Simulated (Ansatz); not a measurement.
# Puckered PAs monolayer in a perpendicular field, part 2 of 2

Aim: how the puckered PAs monolayer screens a field along its normal, and what the field does to its bands. A positive field points along +c.

Ansatz 0.2.0; plane-wave DFT, PBE-D3(BJ), Ansatz PAW.

So far. Step 2 (Relaxing the slab): The lattice constant a goes from 4.690 to 4.387 Å.

## 3. Single point, field 0

A sawtooth potential applies the field, turning back in the middle of the vacuum. With the dipole correction the typed value is the field outside the slab. The induced dipole is small, so the SCF threshold is tight.

The cell differs from the one that the last finished run ended in (c 35.760 → 20.469 Å).

The input, input.yaml:

```yaml
crystal:
  lattice:
    - [4.3869748521, 0.0, 0.0]
    - [0.0, 3.5205583071, 0.0]
    - [0.0, 0.0, 20.4686418099]
  atoms:
    - { symbol: P, position: [0.0691861473, 0.0, 0.4488232894] }
    - { symbol: As, position: [0.4308138527, 0.5, 0.4396969806] }
    - { symbol: As, position: [0.9308138527, 0.0, 0.5603030194] }
    - { symbol: P, position: [0.5691861473, 0.5, 0.5511767106] }
kpoints:
  mp_grid: { grid: [10, 12, 1] }
  band_path:
    path:
      - [0, 0, 0]
      - [0.5, 0, 0]
      - [0.5, 0.5, 0]
      - [0, 0, 0]
      - [0, 0.5, 0]
      - [0.5, 0.5, 0]
    npoints: 16
hamiltonian:
  xc: pbe
  dispersion: d3bj
scf:
  occupations: { method: fermi_dirac, width: 0.02585 }
  convergence: { dr2_threshold: 1.0e-10 }
efield:
  axis: 3
  dipole_correction: true
  ramp_position: 0.97
  ramp_width: 0.06
  amplitude: 0
output:
  dos: { projected: true, e_range: [-6, 5] }
  write_potential: true
  write_density: true
  volumetric_format: npy
  elf: true
```

On the command line:

```sh
$ ansatz run input.yaml --threads 2 --pin off --max-ram 3072MiB --backend cpu --events-out ev --progress --plain --runs-dir out
```

Numbers of over 12 decimals in the logs are rounded to 6 here.

The program printed:

```text
[...]
Crystal: 4 atoms, lattice volume = 316.130 Å³
Basis set: ecut = 420 eV, 6173 PW (Γ)
Bands: 24, of which v1, the nominal top of the filled ones, is band 20 counted from 1 (19 counted from 0)
Symmetry: 2 space group operations
k-points: 42 of 120 (time reversal used)
[...]
SCF iter   1: F=—  HF=-11224.335229 eV  |F-HF|=—  |Δ(HF+E_count)|=         —  Δρ=1.43e-3  dr2=7.45e-3  ethr=1.77e-3  p=-0.000 e·Å  D=-1.49e-14 V/Å  ΔV_dip=0.00 eV  dr2_dipole=2.50e-8  V_vac-E_F(+/−)=4.20/4.20 eV  ⟨swp⟩=8.8  Hψ=5604  notcnv=0
efield: sawtooth ramp at fractional position 0.9700 (set: `efield.ramp_position`, or a place that a band, a saddle search or an elastic batch's reference lends), width 0.0600; the density the first Hamiltonian is built on has a dipole p = -0.000 e·Å; the dipole correction subtracts the counter field D = -1.49e-14 V/Å, which shifts the + side's vacuum level by +0.00 eV against the − side's; the planar-averaged density in the ramp window peaks in size at 3.5e-6 e/Å³
[...]
SCF iter   2: F=—  HF=-11224.335172 eV  |F-HF|=—  |Δ(HF+E_count)|=   5.72e-5  Δρ=6.00e-4  dr2=8.54e-4  ethr=1.86e-5  p=0.000 e·Å  D=3.98e-5 V/Å  ΔV_dip=-0.00 eV  dr2_dipole=1.26e-7  V_vac-E_F(+/−)=4.21/4.21 eV  ⟨swp⟩=3.6  Hψ=2797  notcnv=0
[...]
SCF iter  10: F=-11224.335586 eV  HF=-11224.335586 eV  |F-HF|=2.73e-11  |Δ(HF+E_count)|=  4.91e-11  Δρ=8.09e-8  dr2=2.14e-11  ethr=1.00e-12  p=0.000 e·Å  D=1.69e-7 V/Å  ΔV_dip=-0.00 eV  dr2_dipole=1.49e-12  V_vac-E_F(+/−)=4.19/4.19 eV  ⟨swp⟩=4.3  Hψ=3015  notcnv=0
SCF 1 converged in 10 iterations: F = -11224.335586 eV  dr2 = 2.14e-11
[...]
NSCF: frozen V_eff on 81 k-points
efield: sawtooth ramp at fractional position 0.9700 (kept from the solve that this one continues, or follows in the run), width 0.0600; the density the first Hamiltonian is built on has a dipole p = 0.000 e·Å; the dipole correction subtracts the counter field D = 1.69e-7 V/Å, which shifts the + side's vacuum level by -0.00 eV against the − side's; the planar-averaged density in the ramp window peaks in size at 8.2e-8 e/Å³
WARN: The output density's exchange-correlation potential varies sharply where the density is thin. Do not read a vacuum level from v_tot or v_xc, or from such a field of the output density. On a cell that repeats whose density bears no net charge and no dipole along the vacuum's axis use v_es (v_loc + v_h of the components); under efield.dipole_correction with no amplitude use v_es + v_field, which holds any externa [...]
SCF converged after 10 iterations
Free energy (F): -11224.335586 eV
[...]
Internal energy: -11224.335586 eV  (E = F + TS)
E sigma→0 (E₀):  -11224.335586 eV
Entropy (-TS):   -0.000000 eV (-0.000 meV/atom)
Fermi energy:    -0.756994 eV
Dipole field:    D = -0.000001 V/Å  (p = -0.000002 e·Å, saw-weighted, corrected)
Work function:   Φ+ = 4.1869 eV   Φ− = 4.1869 eV
Levels:          The Fermi level and band energies are counted from a zero that moves with the ramp; work functions are not
[...]
--- Band table (eV; the first three rows and the last of 42) ---
  k-point 0: bands = [... 16 lower, -4.4194, -2.9839, -2.6698, -1.2913, -0.4222, 0.5939, 1.4716, 2.2844]
  k-point 1: bands = [... 16 lower, -4.6967, -3.0051, -2.8825, -1.3362, -0.3635, 1.1411, 1.7456, 2.0214]
  k-point 2: bands = [... 16 lower, -5.1369, -3.3830, -2.7992, -1.5033, -0.1799, 0.9751, 2.3365, 2.3798]
  k-point 41: bands = [... 16 lower, -5.6112, -5.6112, -2.7327, -2.7327, 1.3765, 1.3765, 3.5546, 3.5546]
```

Elapsed: 24 s, on 2 threads of Arm Neoverse V2, shared host; peak memory 0.7 GiB; 48 s of CPU time.

This step gave:

```yaml
dipole_along_the_normal: -1.98e-6 e·Å
gap_along_the_path: 0.5738 eV
smallest_direct_gap_along_the_path: 0.8690 eV
ionisation_energy_upper_face: 4.426 eV
electron_affinity_upper_face: 3.852 eV
gap_the_smaller_of_path_and_mesh: 0.5738 eV
```

Running mean over a fixed 2.7 Å (it still follows the layers) of the planar mean; the ramp of the sawtooth is left out. Electron's electrostatic potential energy less the Fermi level against z:

```csv
z (Å),electron's electrostatic potential energy less the Fermi level (eV)
3.0,4.19
3.5,4.19
4.0,4.19
4.5,4.19
5.0,4.18
5.5,4.18
6.0,4.14
6.5,3.98
7.0,3.31
7.5,1.61
8.0,-0.872
8.5,-2.96
9.0,-3.80
9.5,-4.80
10.0,-6.00
10.5,-5.96
11.0,-4.71
11.5,-3.76
12.0,-2.86
12.5,-0.711
13.0,1.74
13.5,3.39
14.0,4.00
14.5,4.15
15.0,4.18
15.5,4.18
16.0,4.19
16.5,4.19
17.0,4.19
17.5,4.19
```

The density of states has structure finer than the step of the table below, so its rows give means over 0.25 eV, whole bins alone (the curve runs from -6 to 1.31 eV). Peaks (eV: height): -5.120: 3.22, -4.810: 3.95, -4.730: 4.24, -4.620: 3.61, -3.220: 3.50, -2.000: 4.55, -1.450: 3.93.

Table of density of states by energy, zero at the Fermi level of the run, which the smearing sets inside the gap; means over each step:

```csv
energy (eV),density of states (states/eV a cell)
-5.75,1.41
-5.50,1.55
-5.25,2.02
-5.00,2.58
-4.75,3.47
-4.50,2.99
-4.25,1.55
-4.00,1.75
-3.75,2.54
-3.50,2.69
-3.25,2.35
-3.00,2.59
-2.75,2.08
-2.50,1.62
-2.25,2.83
-2.00,3.64
-1.75,2.90
-1.50,2.86
-1.25,1.47
-1.00,1.33
-0.75,0.916
-0.50,0.480
-0.25,0.00912
0.00,0
0.25,0.0181
0.50,0.485
0.75,1.23
1.00,2.34
```

Projected DOS per atom over height of the atomic layer and energy from the Fermi level. Layers: AsP AsP from below.

Values in states/eV, 22 rows by 2 columns, each cell a mean:
```
0.52 0.52
0.35 0.35
0.09 0.09
0.00 0.00
0.00 0.00
0.13 0.13
0.28 0.28
0.35 0.35
0.69 0.69
0.83 0.83
0.73 0.73
0.40 0.40
0.62 0.62
0.57 0.57
0.66 0.66
0.54 0.54
0.38 0.38
0.72 0.72
0.77 0.77
0.55 0.55
0.38 0.38
0.30 0.30
```
Columns: height of the atomic layer (Å) from 9.09 to 11.4; rows upwards: energy from the Fermi level (eV) from -5.96 to 1.24.

Electronic bands along the path, in eV, zero at the Fermi level of the run, which the smearing sets inside the gap:

```csv
point,band 17,band 18,band 19,band 20,band 21,band 22,band 23,band 24
Γ,-3.66,-2.23,-1.91,-0.53,0.33,1.35,2.23,3.04
halfway,-3.35,-2.00,-1.79,-0.79,1.13,1.33,1.87,2.40
X,-2.58,-2.58,-1.08,-1.08,1.41,1.41,2.50,2.50
halfway,-3.34,-3.34,-1.81,-1.81,2.39,2.39,3.15,3.15
S,-4.85,-4.85,-1.98,-1.98,2.13,2.13,4.31,4.31
halfway,-3.74,-2.51,-2.01,-1.50,1.42,1.62,2.17,3.92
Γ,-3.66,-2.23,-1.91,-0.53,0.33,1.35,2.23,3.04
halfway,-4.07,-2.78,-1.93,-1.08,0.90,0.93,2.48,3.06
Y,-2.91,-2.91,-2.32,-2.32,0.95,0.95,1.32,1.32
halfway,-3.97,-3.97,-1.97,-1.97,1.68,1.68,2.66,2.66
S,-4.85,-4.85,-1.98,-1.98,2.13,2.13,4.31,4.31
```

Valence density in the ca plane at fractional y = 0.000, with atoms of P and As within 0.2 Å of it. It is the smooth field of the valence electrons, not physical close to the nuclei.

Values in e/Å³, 7 rows by 16 columns, each cell a mean:
```
 0  0  0  0  0  0  0  0  1  1 16  1  0  0  0  0
 0  0  0  0  0  0  0  0  0  0  2  0  0  0  0  0
 0  0  0  0  0  0  0  0  0  0  0  0  0  0  0  0
 0  0  0  0  0  0  0  0  0  0  0  0  0  0  0  0
 0  0  0  0  0  0  0  0  0  0  0  0  0  0  0  0
 0  0  0  0  0  0  0  0  1  0  0  0  0  0  0  0
 0  0  0  0  0  0  0  0  0  1  5  1  0  0  0  0
```
Columns run along c (16.0 Å, from fractional 0.05 to 0.84 of the cell), rows up along a (4.4 Å). Atoms in or near the plane, at fractional coordinates: P at (0.45, 0.07), As at (0.56, 0.93).

ELF in the ca plane at fractional y = 0.000, with atoms of P and As within 0.2 Å of it. It is the smooth field of the valence electrons, not physical close to the nuclei.

Values, 7 rows by 16 columns, each cell a mean:
```
0.00 0.00 0.00 0.00 0.00 0.03 0.51 0.93 0.78 0.61 0.29 0.76 0.49 0.05 0.00 0.00
0.00 0.00 0.00 0.00 0.00 0.00 0.11 0.51 0.44 0.35 0.46 0.50 0.17 0.01 0.00 0.00
0.00 0.00 0.00 0.00 0.00 0.00 0.01 0.05 0.05 0.15 0.29 0.12 0.02 0.00 0.00 0.00
0.00 0.00 0.00 0.00 0.00 0.00 0.01 0.08 0.13 0.05 0.08 0.03 0.00 0.00 0.00 0.00
0.00 0.00 0.00 0.00 0.00 0.00 0.04 0.29 0.48 0.15 0.11 0.07 0.01 0.00 0.00 0.00
0.00 0.00 0.00 0.00 0.00 0.01 0.20 0.56 0.45 0.53 0.61 0.64 0.20 0.01 0.00 0.00
0.00 0.00 0.00 0.00 0.00 0.04 0.52 0.73 0.27 0.74 0.55 0.86 0.55 0.05 0.00 0.00
```
Columns run along c (16.0 Å, from fractional 0.05 to 0.84 of the cell), rows up along a (4.4 Å). Atoms in or near the plane, at fractional coordinates: P at (0.45, 0.07), As at (0.56, 0.93).

Electrostatic potential energy in the ca plane at fractional y = 0.000, with atoms of P and As within 0.2 Å of it. With pseudopotentials it is smooth inside the atoms' cores, unlike the true potential.

Values in eV, 7 rows by 16 columns, each cell a mean:
```
  3   3   3   3   3   3   3  -6 -15 -11   1  -8   3   3   3   3
  3   3   3   3   3   3   3   2   0  -5 -15  -5   3   3   3   3
  3   3   3   3   3   3   3   3   2   1  -1   1   3   3   3   3
  3   3   3   3   3   3   3   2   1   2   2   3   3   3   3   3
  3   3   3   3   3   3   3  -1  -3   1   2   3   3   3   3   3
  3   3   3   3   3   3   2 -11 -19  -3  -5   1   3   3   3   3
  3   3   3   3   3   3   2 -14 -21 -12 -10  -6   3   3   3   3
```
Columns run along c (16.0 Å, from fractional 0.05 to 0.84 of the cell; values clipped at the 3rd and 97th percentile), rows up along a (4.4 Å). Atoms in or near the plane, at fractional coordinates: P at (0.45, 0.07), As at (0.56, 0.93).

The gap is 0.57 eV, with the valence edge 4.43 eV and the conduction edge 3.85 eV under the upper vacuum level.

## 4. Atoms held, field 0.1 V/Å

Edit input.yaml of step 3 so:

```diff
@@ -32,5 +32,4 @@
   ramp_width: 0.06
-  amplitude: 0
+  amplitude: 0.1
 output:
-  dos: { projected: true, e_range: [-6, 5] }
   write_potential: true
@@ -38,2 +37 @@
   volumetric_format: npy
-  elf: true
```

The program printed:

```text
[...]
Crystal: 4 atoms, lattice volume = 316.130 Å³
Basis set: ecut = 420 eV, 6173 PW (Γ)
Bands: 24, of which v1, the nominal top of the filled ones, is band 20 counted from 1 (19 counted from 0)
Symmetry: 2 space group operations
k-points: 42 of 120 (time reversal used)
[...]
--- Band table (eV; the first three rows and the last of 42) ---
  k-point 0: bands = [... 16 lower, -4.4200, -2.9844, -2.6703, -1.2918, -0.4232, 0.5933, 1.4711, 2.2838]
  k-point 1: bands = [... 16 lower, -4.6973, -3.0056, -2.8830, -1.3367, -0.3645, 1.1405, 1.7451, 2.0208]
  k-point 2: bands = [... 16 lower, -5.1374, -3.3835, -2.7997, -1.5039, -0.1810, 0.9746, 2.3355, 2.3793]
  k-point 41: bands = [... 16 lower, -5.6121, -5.6113, -2.7341, -2.7323, 1.3746, 1.3772, 3.5527, 3.5553]
[key lines of the parts left out:]
SCF converged after 11 iterations
Free energy (F): -11224.337669 eV
Fermi energy:    -0.757762 eV
Dipole field:    D = 0.023845 V/Å  (p = 0.041658 e·Å, saw-weighted, corrected)
```

Wall time 25 s (2 threads); peak memory 0.67 GiB; 49 s of CPU time.

The dipole is 0.0417 e·Å, and the gap 0.573 eV.

## 5. Single point, field -0.1 V/Å

Edit input.yaml of step 4 so:

```diff
@@ -32,3 +32,3 @@
   ramp_width: 0.06
-  amplitude: 0.1
+  amplitude: -0.1
 output:
```

The program printed:

```text
[...]
Crystal: 4 atoms, lattice volume = 316.130 Å³
Basis set: ecut = 420 eV, 6173 PW (Γ)
Bands: 24, of which v1, the nominal top of the filled ones, is band 20 counted from 1 (19 counted from 0)
Symmetry: 2 space group operations
k-points: 42 of 120 (time reversal used)
[...]
--- Band table (eV; the first three rows and the last of 42) ---
  k-point 0: bands = [... 16 lower, -4.4200, -2.9844, -2.6703, -1.2918, -0.4232, 0.5933, 1.4711, 2.2838]
  k-point 1: bands = [... 16 lower, -4.6973, -3.0056, -2.8830, -1.3367, -0.3645, 1.1405, 1.7451, 2.0208]
  k-point 2: bands = [... 16 lower, -5.1374, -3.3835, -2.7997, -1.5039, -0.1810, 0.9746, 2.3355, 2.3793]
  k-point 41: bands = [... 16 lower, -5.6121, -5.6113, -2.7341, -2.7323, 1.3746, 1.3772, 3.5527, 3.5553]
[key lines of the parts left out:]
SCF converged after 11 iterations
Free energy (F): -11224.337669 eV
Fermi energy:    -0.757762 eV
Dipole field:    D = -0.023845 V/Å  (p = -0.041658 e·Å, saw-weighted, corrected)
```

Elapsed: 25 s, on 2 threads; peak memory 0.67 GiB.

The dipole is -0.0417 e·Å, and the gap 0.573 eV.

## 6. Response, atoms held

This step: plane-wave DFT, PBE-D3(BJ), Ansatz PAW; response to a field along the normal, atoms held (Ansatz 0.2.0).

The dipoles give the slope, and the difference of two potentials shows where the field is screened.

This step gave:

```yaml
equivalent_conductor_thickness_p_eps_0ae: 4.881 Å
distance_between_the_outer_atoms: 2.469 Å
```

Table of dipole of the cell by applied field:

```csv
applied field (V/Å),dipole of the cell (e·Å)
-0.1000,-0.0417
0.0000,-2.0e-6
0.1000,0.0417
```

Local field over the applied field, running mean. From the potentials at -0.1 and 0.1 V/Å; running mean over 2.5 Å. Local field over applied field against z:

```csv
z (Å),local field over applied field
4.12,0.999
4.55,0.998
4.98,0.995
5.40,0.988
5.83,0.972
6.25,0.936
6.68,0.863
7.11,0.742
7.53,0.585
7.96,0.429
8.39,0.290
8.81,0.165
9.24,0.0731
9.67,0.0398
10.09,0.0435
10.38,0.0435
10.80,0.0398
11.23,0.0731
11.66,0.165
12.08,0.290
12.51,0.429
12.94,0.585
13.36,0.742
13.79,0.863
14.21,0.936
14.64,0.972
15.07,0.988
15.49,0.995
15.92,0.998
16.35,0.999
```

Electrons, planar mean, per unit field. Induced electron density against z:

```csv
z (Å),induced electron density (e/Å³ per V/Å)
4.5,7.3e-6
5.0,2.2e-5
5.5,6.6e-5
6.0,1.9e-4
6.5,5.1e-4
7.0,0.00128
7.5,0.00279
8.0,0.00404
8.5,0.00199
9.0,-6.5e-4
9.5,2.8e-4
10.0,7.4e-4
10.5,-8.2e-4
11.0,-1.2e-4
11.5,5.8e-4
12.0,-0.00221
12.5,-0.00405
13.0,-0.00267
13.5,-0.00120
14.0,-4.8e-4
14.5,-1.7e-4
15.0,-6.1e-5
15.5,-2.0e-5
16.0,-6.8e-6
```

The smaller of the gaps on the path and on the k-mesh, counted as 0 under 0.03 eV. The gap stays at 0.574 eV for applied field from -0.1 to 0.1 V/Å.

By hand: between -0.1 and 0.1 V/Å the dipole changes by 0.08332 e·Å, a slope of 0.4166 e·Å²/V. A perfect conductor of thickness t has p = ε₀AEt, so t = 180.95 × 0.4166 / 15.445 = 4.88 Å (e/ε₀ = 180.95 V·Å, A in Å²).

The induced dipole is that of a conductor 4.88 Å thick.

## 7. Results

```yaml
gap_without_field: 0.574 eV
ionisation_energy_upper_face: 4.43 eV
electron_affinity_upper_face: 3.85 eV
equivalent_conductor_thickness_atoms_held: 4.88 Å
```

The induced dipole equals that of a perfect conductor 4.88 Å thick, while the outer atoms lie 2.47 Å apart; an out-of-plane ε follows only once a thickness t is chosen, by 1 − 1/ε = 4.88 Å / t. The gap stays within 0.01 eV of 0.57 eV over the fields run, up to 0.1 V/Å in size. Semilocal functionals give gaps that are too small, and excitons are not included. Spin-orbit coupling is left out.

[Logs are printed without paths, hosts, clocks, repeated set-up lines and the standing remarks that a program may print on its own settings, such as how far it seeks lower states.]

[Hosts, paths, dates, database ids (printed as entryN), source tags and the programs' standing remarks are cut or masked in the printed files.]

[Maps of the electrostatic potential energy from Ansatz leave out the sawtooth potential of an applied field or a dipole correction, so their vacuum need not be flat; planar profiles and work functions include it.]

[The density of states shown here was stored with 400 of the rows of the run's finer table, so its peaks can read low, often by over a quarter, or be missed, and its means over a window can be off by a tenth or more.]
